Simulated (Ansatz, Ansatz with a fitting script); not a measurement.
# AlN (P6_3mc): converging an RPA energy, part 2 of 4

How far must mesh and response cutoff go for RPA on AlN (P6_3mc)?

Ansatz 0.2.0; EXX+RPA on LDA, plane waves, norm-conserving pseudopotentials.

So far. Step 7 (Response cutoff, 4×4×2 mesh, cutoffs to 240 eV, 370 …): Extrapolated from these cutoffs, the correlation energy is -6.72 eV per atom (fit error 0.01); such a limit moves with the range of cutoffs. Step 8 (Bands, 4×4×2 mesh, cutoffs to 160 eV, 17 empty bands): Extrapolated from these cutoffs, the correlation energy is -6.59 eV per atom (fit error 0.03); such a limit moves with the range of cutoffs.

The database entry behind the starting cell differs from later determinations by our own check (inner coordinate u about 0.002 short), so it need not match the best structure at ambient conditions.

## 9. Bands, 4×4×2 mesh, cutoffs to 160 eV, 18 empty bands, volume +5 %

input.yaml reads:

```yaml
crystal:
  lattice:
    - [3.1640418588, 0.0, 0.0]
    - [-1.5820209294, 2.7401406263, 0.0]
    - [0.0, 0.0, 5.0626702533]
  atoms:
    - { symbol: Al, position: [0.33333333, 0.66666667, 0.0] }
    - { symbol: Al, position: [0.66666667, 0.33333333, 0.5] }
    - { symbol: "N", position: [0.33333333, 0.66666667, 0.38] }
    - { symbol: "N", position: [0.66666667, 0.33333333, 0.88] }
kpoints:
  mp_grid: { grid: [4, 4, 2] }
hamiltonian:
  xc: lda
  pseudopotentials: { kind: nc, xc_functional: pbe }
scf:
  occupations: { method: fixed }
  convergence: { dr2_threshold: 1.0e-09 }
output:
  rpa_energy:
    ecut_chi_ladder: [96, 112, 128, 144, 160]
    long_wavelength: optical_limit
    n_empty_bands: 18
basis:
  ecutwfc: 1240.0
  xc_grid: 3
```

Command:

```bash
$ ansatz run input.yaml --threads 8 --pin off --max-ram 18432MiB --backend cpu --events-out ev --progress --plain --runs-dir out
```

The program printed:

```text
[...]
Crystal: 4 atoms, lattice volume = 43.893 Å³
Basis set: ecut = 1240 eV, 4331 PW (Γ), exchange–correlation on 120×120×180 points (27 copies of the dense FFT grid, shifted against one another)
Bands: 12, of which v1, the nominal top of the filled ones, is band 8 counted from 1 (7 counted from 0)
Symmetry: 12 space group operations
[...]
k-points: 8 of 32
[...]
( 0.0000,  0.2500,  0.5000)    0.84480     0.156860           0.139818   0.087247
    ( 0.2500,  0.2500,  0.0000)    0.99290     0.202544           0.178190   0.117370
    ( 0.0000,  0.5000,  0.0000)    1.14651     0.248675           0.212786   0.150631
    ( 0.2500,  0.2500,  0.5000)    1.17087     0.257062           0.217594   0.156990
  core–valence xc dropped  : E_EXX =      -633.042336 eV   E_EXX+RPA =      -659.516077 eV
  core–valence xc semilocal: E_EXX =      -904.019376 eV   E_EXX+RPA =      -930.493117 eV
[key lines of the parts left out:]
SCF converged after 8 iterations
Free energy (F): -919.747331 eV
Fermi energy:    6.356946 eV
```

The job ended after 4.6 s (8 threads of Arm Neoverse V2, shared host; peak memory 0.46 GiB; 27 s of CPU time).

This step gave:

```
exact exchange energy  : -168.4246 eV
RPA correlation energy : -26.47 eV
```

Extrapolated from these cutoffs, the correlation energy is -6.62 eV per atom (fit error 0.03); such a limit moves with the range of cutoffs.

## 10. Bands, 4×4×2 mesh, cutoffs to 160 eV, 57 empty bands

Edit input.yaml of step 9 so:

```diff
@@ -2,5 +2,5 @@
   lattice:
-    - [3.1640418588, 0.0, 0.0]
-    - [-1.5820209294, 2.7401406263, 0.0]
-    - [0.0, 0.0, 5.0626702533]
+    - [3.113, 0.0, 0.0]
+    - [-1.5565, 2.69593708, 0.0]
+    - [0.0, 0.0, 4.981]
   atoms:
@@ -22,3 +22,3 @@
     long_wavelength: optical_limit
-    n_empty_bands: 18
+    n_empty_bands: 57
 basis:
```

The program printed:

```text
[...]
Crystal: 4 atoms, lattice volume = 41.803 Å³
Basis set: ecut = 1240 eV, 4127 PW (Γ), exchange–correlation on 108×108×180 points (27 copies of the dense FFT grid, shifted against one another)
Bands: 12, of which v1, the nominal top of the filled ones, is band 8 counted from 1 (7 counted from 0)
Symmetry: 12 space group operations
[...]
k-points: 8 of 32
[...]
( 0.0000,  0.2500,  0.5000)    0.85865     0.157097           0.153968   0.088092
    ( 0.2500,  0.2500,  0.0000)    1.00918     0.202906           0.198386   0.118511
    ( 0.0000,  0.5000,  0.0000)    1.16531     0.249285           0.242927   0.152137
    ( 0.2500,  0.2500,  0.5000)    1.19007     0.257628           0.251011   0.158541
  core–valence xc dropped  : E_EXX =      -633.010271 eV   E_EXX+RPA =      -659.092866 eV
  core–valence xc semilocal: E_EXX =      -904.253028 eV   E_EXX+RPA =      -930.335623 eV
[key lines of the parts left out:]
SCF converged after 8 iterations
Free energy (F): -919.859578 eV
Fermi energy:    6.862126 eV
```

Wall time 5.7 s (8 threads); peak memory 0.69 GiB.

This step gave:

```
exact exchange energy  : -170.1357 eV
RPA correlation energy : -26.08 eV
```

Extrapolated from these cutoffs, the correlation energy is -6.52 eV per atom (fit error 0.03); such a limit moves with the range of cutoffs.

## 11. Bands, 4×4×2 mesh, cutoffs to 160 eV, 60 empty bands, volume +5 %

Edit input.yaml of step 10 so:

```diff
@@ -2,5 +2,5 @@
   lattice:
-    - [3.113, 0.0, 0.0]
-    - [-1.5565, 2.69593708, 0.0]
-    - [0.0, 0.0, 4.981]
+    - [3.1640418588, 0.0, 0.0]
+    - [-1.5820209294, 2.7401406263, 0.0]
+    - [0.0, 0.0, 5.0626702533]
   atoms:
@@ -22,3 +22,3 @@
     long_wavelength: optical_limit
-    n_empty_bands: 57
+    n_empty_bands: 60
 basis:
```

The program printed:

```text
[...]
Crystal: 4 atoms, lattice volume = 43.893 Å³
Basis set: ecut = 1240 eV, 4331 PW (Γ), exchange–correlation on 120×120×180 points (27 copies of the dense FFT grid, shifted against one another)
Bands: 12, of which v1, the nominal top of the filled ones, is band 8 counted from 1 (7 counted from 0)
Symmetry: 12 space group operations
[...]
k-points: 8 of 32
[...]
( 0.0000,  0.2500,  0.5000)    0.84480     0.156860           0.153914   0.087419
    ( 0.2500,  0.2500,  0.0000)    0.99290     0.202544           0.198267   0.117614
    ( 0.0000,  0.5000,  0.0000)    1.14651     0.248675           0.242650   0.150967
    ( 0.2500,  0.2500,  0.5000)    1.17087     0.257062           0.250813   0.157348
  core–valence xc dropped  : E_EXX =      -633.042336 eV   E_EXX+RPA =      -659.220138 eV
  core–valence xc semilocal: E_EXX =      -904.019376 eV   E_EXX+RPA =      -930.197178 eV
[key lines of the parts left out:]
SCF converged after 8 iterations
Free energy (F): -919.747331 eV
Fermi energy:    6.356946 eV
```

Run time: 6.2 s. Hardware: 8 threads; peak memory 0.74 GiB.

This step gave:

```yaml
exact_exchange_energy: -168.4246 eV
rpa_correlation_energy: -26.18 eV
```

Extrapolated from these cutoffs, the correlation energy is -6.54 eV per atom (fit error 0.03); such a limit moves with the range of cutoffs.

## 12. k mesh, 3×3×2 mesh, cutoffs to 160 eV, 192 empty bands

input.yaml, the sections that differ from step 11:

```yaml
crystal:
  lattice:
    - [3.113, 0.0, 0.0]
    - [-1.5565, 2.69593708, 0.0]
    - [0.0, 0.0, 4.981]
  atoms:
    - { symbol: Al, position: [0.33333333, 0.66666667, 0.0] }
    - { symbol: Al, position: [0.66666667, 0.33333333, 0.5] }
    - { symbol: "N", position: [0.33333333, 0.66666667, 0.38] }
    - { symbol: "N", position: [0.66666667, 0.33333333, 0.88] }
kpoints:
  mp_grid: { grid: [3, 3, 2] }
output:
  rpa_energy:
    ecut_chi_ladder: [96, 112, 128, 144, 160]
    long_wavelength: optical_limit
    n_empty_bands: 192
# hamiltonian, scf, basis: as in step 11
```

The program printed:

```text
[...]
Crystal: 4 atoms, lattice volume = 41.803 Å³
Basis set: ecut = 1240 eV, 4127 PW (Γ), exchange–correlation on 108×108×180 points (27 copies of the dense FFT grid, shifted against one another)
Bands: 12, of which v1, the nominal top of the filled ones, is band 8 counted from 1 (7 counted from 0)
Symmetry: 12 space group operations
[...]
k-points: 6 of 18
[...]
( 0.0000,  0.3333,  0.0000)    0.77687     0.131603           0.131239   0.072602
    ( 0.0000,  0.3333,  0.5000)    1.00066     0.197962           0.197344   0.116148
    ( 0.3333,  0.3333,  0.0000)    1.34558     0.307571           0.306381   0.196627
    ( 0.3333,  0.3333,  0.5000)    1.48606     0.348511           0.347030   0.230883
  core–valence xc dropped  : E_EXX =      -632.914802 eV   E_EXX+RPA =      -658.965266 eV
  core–valence xc semilocal: E_EXX =      -904.156858 eV   E_EXX+RPA =      -930.207322 eV
[key lines of the parts left out:]
SCF converged after 8 iterations
Free energy (F): -919.693534 eV
Fermi energy:    6.905037 eV
```

Elapsed: 8.3 s, on 8 threads; peak memory 1.6 GiB.

Numbers from this step:

```
exact exchange energy  : -170.3618 eV
RPA correlation energy : -26.05 eV
```

Extrapolated from these cutoffs, the correlation energy is -6.51 eV per atom (fit error 0.03); such a limit moves with the range of cutoffs.

## 13. k mesh, 3×3×2 mesh, cutoffs to 160 eV, 201 empty bands, volume +5 %

Edit input.yaml of step 12 so:

```diff
@@ -2,5 +2,5 @@
   lattice:
-    - [3.113, 0.0, 0.0]
-    - [-1.5565, 2.69593708, 0.0]
-    - [0.0, 0.0, 4.981]
+    - [3.1640418588, 0.0, 0.0]
+    - [-1.5820209294, 2.7401406263, 0.0]
+    - [0.0, 0.0, 5.0626702533]
   atoms:
@@ -22,3 +22,3 @@
     long_wavelength: optical_limit
-    n_empty_bands: 192
+    n_empty_bands: 201
 basis:
```

The program printed:

```text
[...]
Crystal: 4 atoms, lattice volume = 43.893 Å³
Basis set: ecut = 1240 eV, 4331 PW (Γ), exchange–correlation on 120×120×180 points (27 copies of the dense FFT grid, shifted against one another)
Bands: 12, of which v1, the nominal top of the filled ones, is band 8 counted from 1 (7 counted from 0)
Symmetry: 12 space group operations
[...]
k-points: 6 of 18
[...]
( 0.0000,  0.3333,  0.0000)    0.76434     0.131417           0.131068   0.072044
    ( 0.0000,  0.3333,  0.5000)    0.98452     0.197582           0.196988   0.115265
    ( 0.3333,  0.3333,  0.0000)    1.32387     0.306794           0.305652   0.195144
    ( 0.3333,  0.3333,  0.5000)    1.46209     0.347513           0.346089   0.229143
  core–valence xc dropped  : E_EXX =      -632.949808 eV   E_EXX+RPA =      -659.098044 eV
  core–valence xc semilocal: E_EXX =      -903.925635 eV   E_EXX+RPA =      -930.073871 eV
[key lines of the parts left out:]
SCF converged after 8 iterations
Free energy (F): -919.582875 eV
Fermi energy:    6.400032 eV
```

The job ended after 9.8 s (8 threads; peak memory 1.8 GiB).

Numbers from this step:

| Quantity | Value |
| --- | --- |
| exact exchange energy | -168.6520 eV |
| RPA correlation energy | -26.15 eV |

Extrapolated from these cutoffs, the correlation energy is -6.54 eV per atom (fit error 0.03); such a limit moves with the range of cutoffs.

## 14. k mesh, 5×5×3 mesh, cutoffs to 160 eV, 192 empty bands

input.yaml, the sections that differ from step 13:

```yaml
crystal:
  lattice:
    - [3.113, 0.0, 0.0]
    - [-1.5565, 2.69593708, 0.0]
    - [0.0, 0.0, 4.981]
  atoms:
    - { symbol: Al, position: [0.33333333, 0.66666667, 0.0] }
    - { symbol: Al, position: [0.66666667, 0.33333333, 0.5] }
    - { symbol: "N", position: [0.33333333, 0.66666667, 0.38] }
    - { symbol: "N", position: [0.66666667, 0.33333333, 0.88] }
kpoints:
  mp_grid: { grid: [5, 5, 3] }
output:
  rpa_energy:
    ecut_chi_ladder: [96, 112, 128, 144, 160]
    long_wavelength: optical_limit
    n_empty_bands: 192
# hamiltonian, scf, basis: as in step 13
```

The program printed:

```text
[...]
Crystal: 4 atoms, lattice volume = 41.803 Å³
Basis set: ecut = 1240 eV, 4127 PW (Γ), exchange–correlation on 108×108×180 points (27 copies of the dense FFT grid, shifted against one another)
Bands: 12, of which v1, the nominal top of the filled ones, is band 8 counted from 1 (7 counted from 0)
Symmetry: 12 space group operations
[...]
k-points: 10 of 75 (time reversal used)
[...]
( 0.0000,  0.2000,  0.3333)    0.62775     0.093020           0.092787   0.048800
    ( 0.2000,  0.2000,  0.0000)    0.80735     0.142314           0.141919   0.078532
    ( 0.2000,  0.2000,  0.3333)    0.91028     0.172284           0.171776   0.098072
    ( 0.0000,  0.4000,  0.0000)    0.93225     0.178234           0.177697   0.102108
  core–valence xc dropped  : E_EXX =      -633.016739 eV   E_EXX+RPA =      -659.048631 eV
  core–valence xc semilocal: E_EXX =      -904.260362 eV   E_EXX+RPA =      -930.292254 eV
[key lines of the parts left out:]
SCF converged after 8 iterations
Free energy (F): -919.886077 eV
Fermi energy:    6.854073 eV
```

Run time: 28 s. Hardware: 8 threads; peak memory 2 GiB.

Numbers from this step:

| Item | Value |
| --- | --- |
| exact exchange energy | -170.0854 eV |
| RPA correlation energy | -26.03 eV |

Extrapolated from these cutoffs, the correlation energy is -6.51 eV per atom (fit error 0.03); such a limit moves with the range of cutoffs.

## 15. k mesh, 5×5×3 mesh, cutoffs to 160 eV, 201 empty bands, volume +5 %

Edit input.yaml of step 14 so:

```diff
@@ -2,5 +2,5 @@
   lattice:
-    - [3.113, 0.0, 0.0]
-    - [-1.5565, 2.69593708, 0.0]
-    - [0.0, 0.0, 4.981]
+    - [3.1640418588, 0.0, 0.0]
+    - [-1.5820209294, 2.7401406263, 0.0]
+    - [0.0, 0.0, 5.0626702533]
   atoms:
@@ -22,3 +22,3 @@
     long_wavelength: optical_limit
-    n_empty_bands: 192
+    n_empty_bands: 201
 basis:
```

The program printed:

```text
[...]
Crystal: 4 atoms, lattice volume = 43.893 Å³
Basis set: ecut = 1240 eV, 4331 PW (Γ), exchange–correlation on 120×120×180 points (27 copies of the dense FFT grid, shifted against one another)
Bands: 12, of which v1, the nominal top of the filled ones, is band 8 counted from 1 (7 counted from 0)
Symmetry: 12 space group operations
[...]
k-points: 10 of 75 (time reversal used)
[...]
( 0.0000,  0.2000,  0.3333)    0.61762     0.092959           0.092739   0.048425
    ( 0.2000,  0.2000,  0.0000)    0.79432     0.142155           0.141780   0.077931
    ( 0.2000,  0.2000,  0.3333)    0.89560     0.172039           0.171557   0.097331
    ( 0.0000,  0.4000,  0.0000)    0.91721     0.177927           0.177416   0.101324
  core–valence xc dropped  : E_EXX =      -633.048264 eV   E_EXX+RPA =      -659.185121 eV
  core–valence xc semilocal: E_EXX =      -904.026272 eV   E_EXX+RPA =      -930.163130 eV
[key lines of the parts left out:]
SCF converged after 8 iterations
Free energy (F): -919.774451 eV
Fermi energy:    6.348518 eV
```

Elapsed: 32 s, on 8 threads; peak memory 2.1 GiB.

This step gave:

```
exact exchange energy  : -168.3724 eV
RPA correlation energy : -26.14 eV
```

Extrapolated from these cutoffs, the correlation energy is -6.53 eV per atom (fit error 0.03); such a limit moves with the range of cutoffs.

## 16. Long-wave term, 4×4×2 mesh, cutoffs to 160 eV, 192 empty bands

input.yaml, the sections that differ from step 15:

```yaml
crystal:
  lattice:
    - [3.113, 0.0, 0.0]
    - [-1.5565, 2.69593708, 0.0]
    - [0.0, 0.0, 4.981]
  atoms:
    - { symbol: Al, position: [0.33333333, 0.66666667, 0.0] }
    - { symbol: Al, position: [0.66666667, 0.33333333, 0.5] }
    - { symbol: "N", position: [0.33333333, 0.66666667, 0.38] }
    - { symbol: "N", position: [0.66666667, 0.33333333, 0.88] }
kpoints:
  mp_grid: { grid: [4, 4, 2] }
output:
  rpa_energy:
    ecut_chi_ladder: [96, 112, 128, 144, 160]
    long_wavelength: neglected
    n_empty_bands: 192
# hamiltonian, scf, basis: as in step 15
```

The program printed:

```text
[...]
Crystal: 4 atoms, lattice volume = 41.803 Å³
Basis set: ecut = 1240 eV, 4127 PW (Γ), exchange–correlation on 108×108×180 points (27 copies of the dense FFT grid, shifted against one another)
Bands: 12, of which v1, the nominal top of the filled ones, is band 8 counted from 1 (7 counted from 0)
Symmetry: 12 space group operations
[...]
k-points: 8 of 32
[...]
( 0.0000,  0.2500,  0.5000)    0.85865     0.157097           0.156648   0.088109
    ( 0.2500,  0.2500,  0.0000)    1.00918     0.202906           0.202271   0.118535
    ( 0.0000,  0.5000,  0.0000)    1.16531     0.249285           0.248416   0.152169
    ( 0.2500,  0.2500,  0.5000)    1.19007     0.257628           0.256723   0.158574
  core–valence xc dropped  : E_EXX =      -633.301692 eV   E_EXX+RPA =      -659.199098 eV
  core–valence xc semilocal: E_EXX =      -904.544449 eV   E_EXX+RPA =      -930.441855 eV
[key lines of the parts left out:]
SCF converged after 8 iterations
Free energy (F): -919.859578 eV
Fermi energy:    6.862126 eV
```

Elapsed: 13 s, on 8 threads; peak memory 1.9 GiB; 88 s of CPU time.

Numbers from this step:

```yaml
exact_exchange_energy: -170.4272 eV
rpa_correlation_energy: -25.90 eV
```

Extrapolated from these cutoffs, the correlation energy is -6.47 eV per atom (fit error 0.03); such a limit moves with the range of cutoffs.

## 17. Long-wave term, 4×4×2 mesh, cutoffs to 160 eV, 201 empty bands, volume +5 %

Edit input.yaml of step 16 so:

```diff
@@ -2,5 +2,5 @@
   lattice:
-    - [3.113, 0.0, 0.0]
-    - [-1.5565, 2.69593708, 0.0]
-    - [0.0, 0.0, 4.981]
+    - [3.1640418588, 0.0, 0.0]
+    - [-1.5820209294, 2.7401406263, 0.0]
+    - [0.0, 0.0, 5.0626702533]
   atoms:
@@ -22,3 +22,3 @@
     long_wavelength: neglected
-    n_empty_bands: 192
+    n_empty_bands: 201
 basis:
```

The program printed:

```text
[...]
Crystal: 4 atoms, lattice volume = 43.893 Å³
Basis set: ecut = 1240 eV, 4331 PW (Γ), exchange–correlation on 120×120×180 points (27 copies of the dense FFT grid, shifted against one another)
Bands: 12, of which v1, the nominal top of the filled ones, is band 8 counted from 1 (7 counted from 0)
Symmetry: 12 space group operations
[...]
k-points: 8 of 32
[...]
( 0.0000,  0.2500,  0.5000)    0.84480     0.156860           0.156433   0.087434
    ( 0.2500,  0.2500,  0.0000)    0.99290     0.202544           0.201936   0.117636
    ( 0.0000,  0.5000,  0.0000)    1.14651     0.248675           0.247842   0.150997
    ( 0.2500,  0.2500,  0.5000)    1.17087     0.257062           0.256196   0.157379
  core–valence xc dropped  : E_EXX =      -633.329085 eV   E_EXX+RPA =      -659.322861 eV
  core–valence xc semilocal: E_EXX =      -904.306125 eV   E_EXX+RPA =      -930.299901 eV
[key lines of the parts left out:]
SCF converged after 8 iterations
Free energy (F): -919.747331 eV
Fermi energy:    6.356946 eV
```

Wall time 14 s (8 threads); peak memory 2.1 GiB; 98 s of CPU time.

This step gave:

```yaml
exact_exchange_energy: -168.7114 eV
rpa_correlation_energy: -25.99 eV
```

Extrapolated from these cutoffs, the correlation energy is -6.50 eV per atom (fit error 0.03); such a limit moves with the range of cutoffs.

## 18. Response cutoff, 4×4×2 mesh, cutoffs to 340 eV, 595 empty bands

input.yaml, the sections that differ from step 17:

```yaml
crystal:
  lattice:
    - [3.113, 0.0, 0.0]
    - [-1.5565, 2.69593708, 0.0]
    - [0.0, 0.0, 4.981]
  atoms:
    - { symbol: Al, position: [0.33333333, 0.66666667, 0.0] }
    - { symbol: Al, position: [0.66666667, 0.33333333, 0.5] }
    - { symbol: "N", position: [0.33333333, 0.66666667, 0.38] }
    - { symbol: "N", position: [0.66666667, 0.33333333, 0.88] }
output:
  rpa_energy:
    ecut_chi_ladder: [204, 238, 272, 306, 340]
    long_wavelength: optical_limit
    n_empty_bands: 595
# kpoints, hamiltonian, scf, basis: as in step 17
```

The program printed:

```text
[...]
Crystal: 4 atoms, lattice volume = 41.803 Å³
Basis set: ecut = 1240 eV, 4127 PW (Γ), exchange–correlation on 108×108×180 points (27 copies of the dense FFT grid, shifted against one another)
Bands: 12, of which v1, the nominal top of the filled ones, is band 8 counted from 1 (7 counted from 0)
Symmetry: 12 space group operations
[...]
k-points: 8 of 32
[...]
( 0.0000,  0.2500,  0.5000)    0.85865     0.157097           0.157014   0.088066
    ( 0.2500,  0.2500,  0.0000)    1.00918     0.202906           0.202790   0.118481
    ( 0.0000,  0.5000,  0.0000)    1.16531     0.249285           0.249128   0.152099
    ( 0.2500,  0.2500,  0.5000)    1.19007     0.257628           0.257464   0.158506
  core–valence xc dropped  : E_EXX =      -633.010271 eV   E_EXX+RPA =      -660.013475 eV
  core–valence xc semilocal: E_EXX =      -904.253028 eV   E_EXX+RPA =      -931.256232 eV
[key lines of the parts left out:]
SCF converged after 8 iterations
Free energy (F): -919.859578 eV
Fermi energy:    6.862126 eV
```

The job ended after 1.7 min (8 threads; peak memory 8.2 GiB).

Numbers from this step:

* exact exchange energy: -170.1357 eV
* RPA correlation energy: -27.00 eV

Extrapolated from these cutoffs, the correlation energy is -6.75 eV per atom (fit error 0.00); such a limit moves with the range of cutoffs.

[end of part 2 of 4]

[Paths, hosts, dates, memory and timing lines, banners, echoed tables and standing remarks are left out of the program output.]

[Logs are printed without paths, hosts, clocks, repeated set-up lines and the standing remarks that a program may print on its own settings, such as how far it seeks lower states.]

[Runs of the session that timed out or met a known fault of the program may be left out.]

[Hosts, paths, dates, database ids (printed as entryN), source tags and the programs' standing remarks are cut or masked in the printed files.]
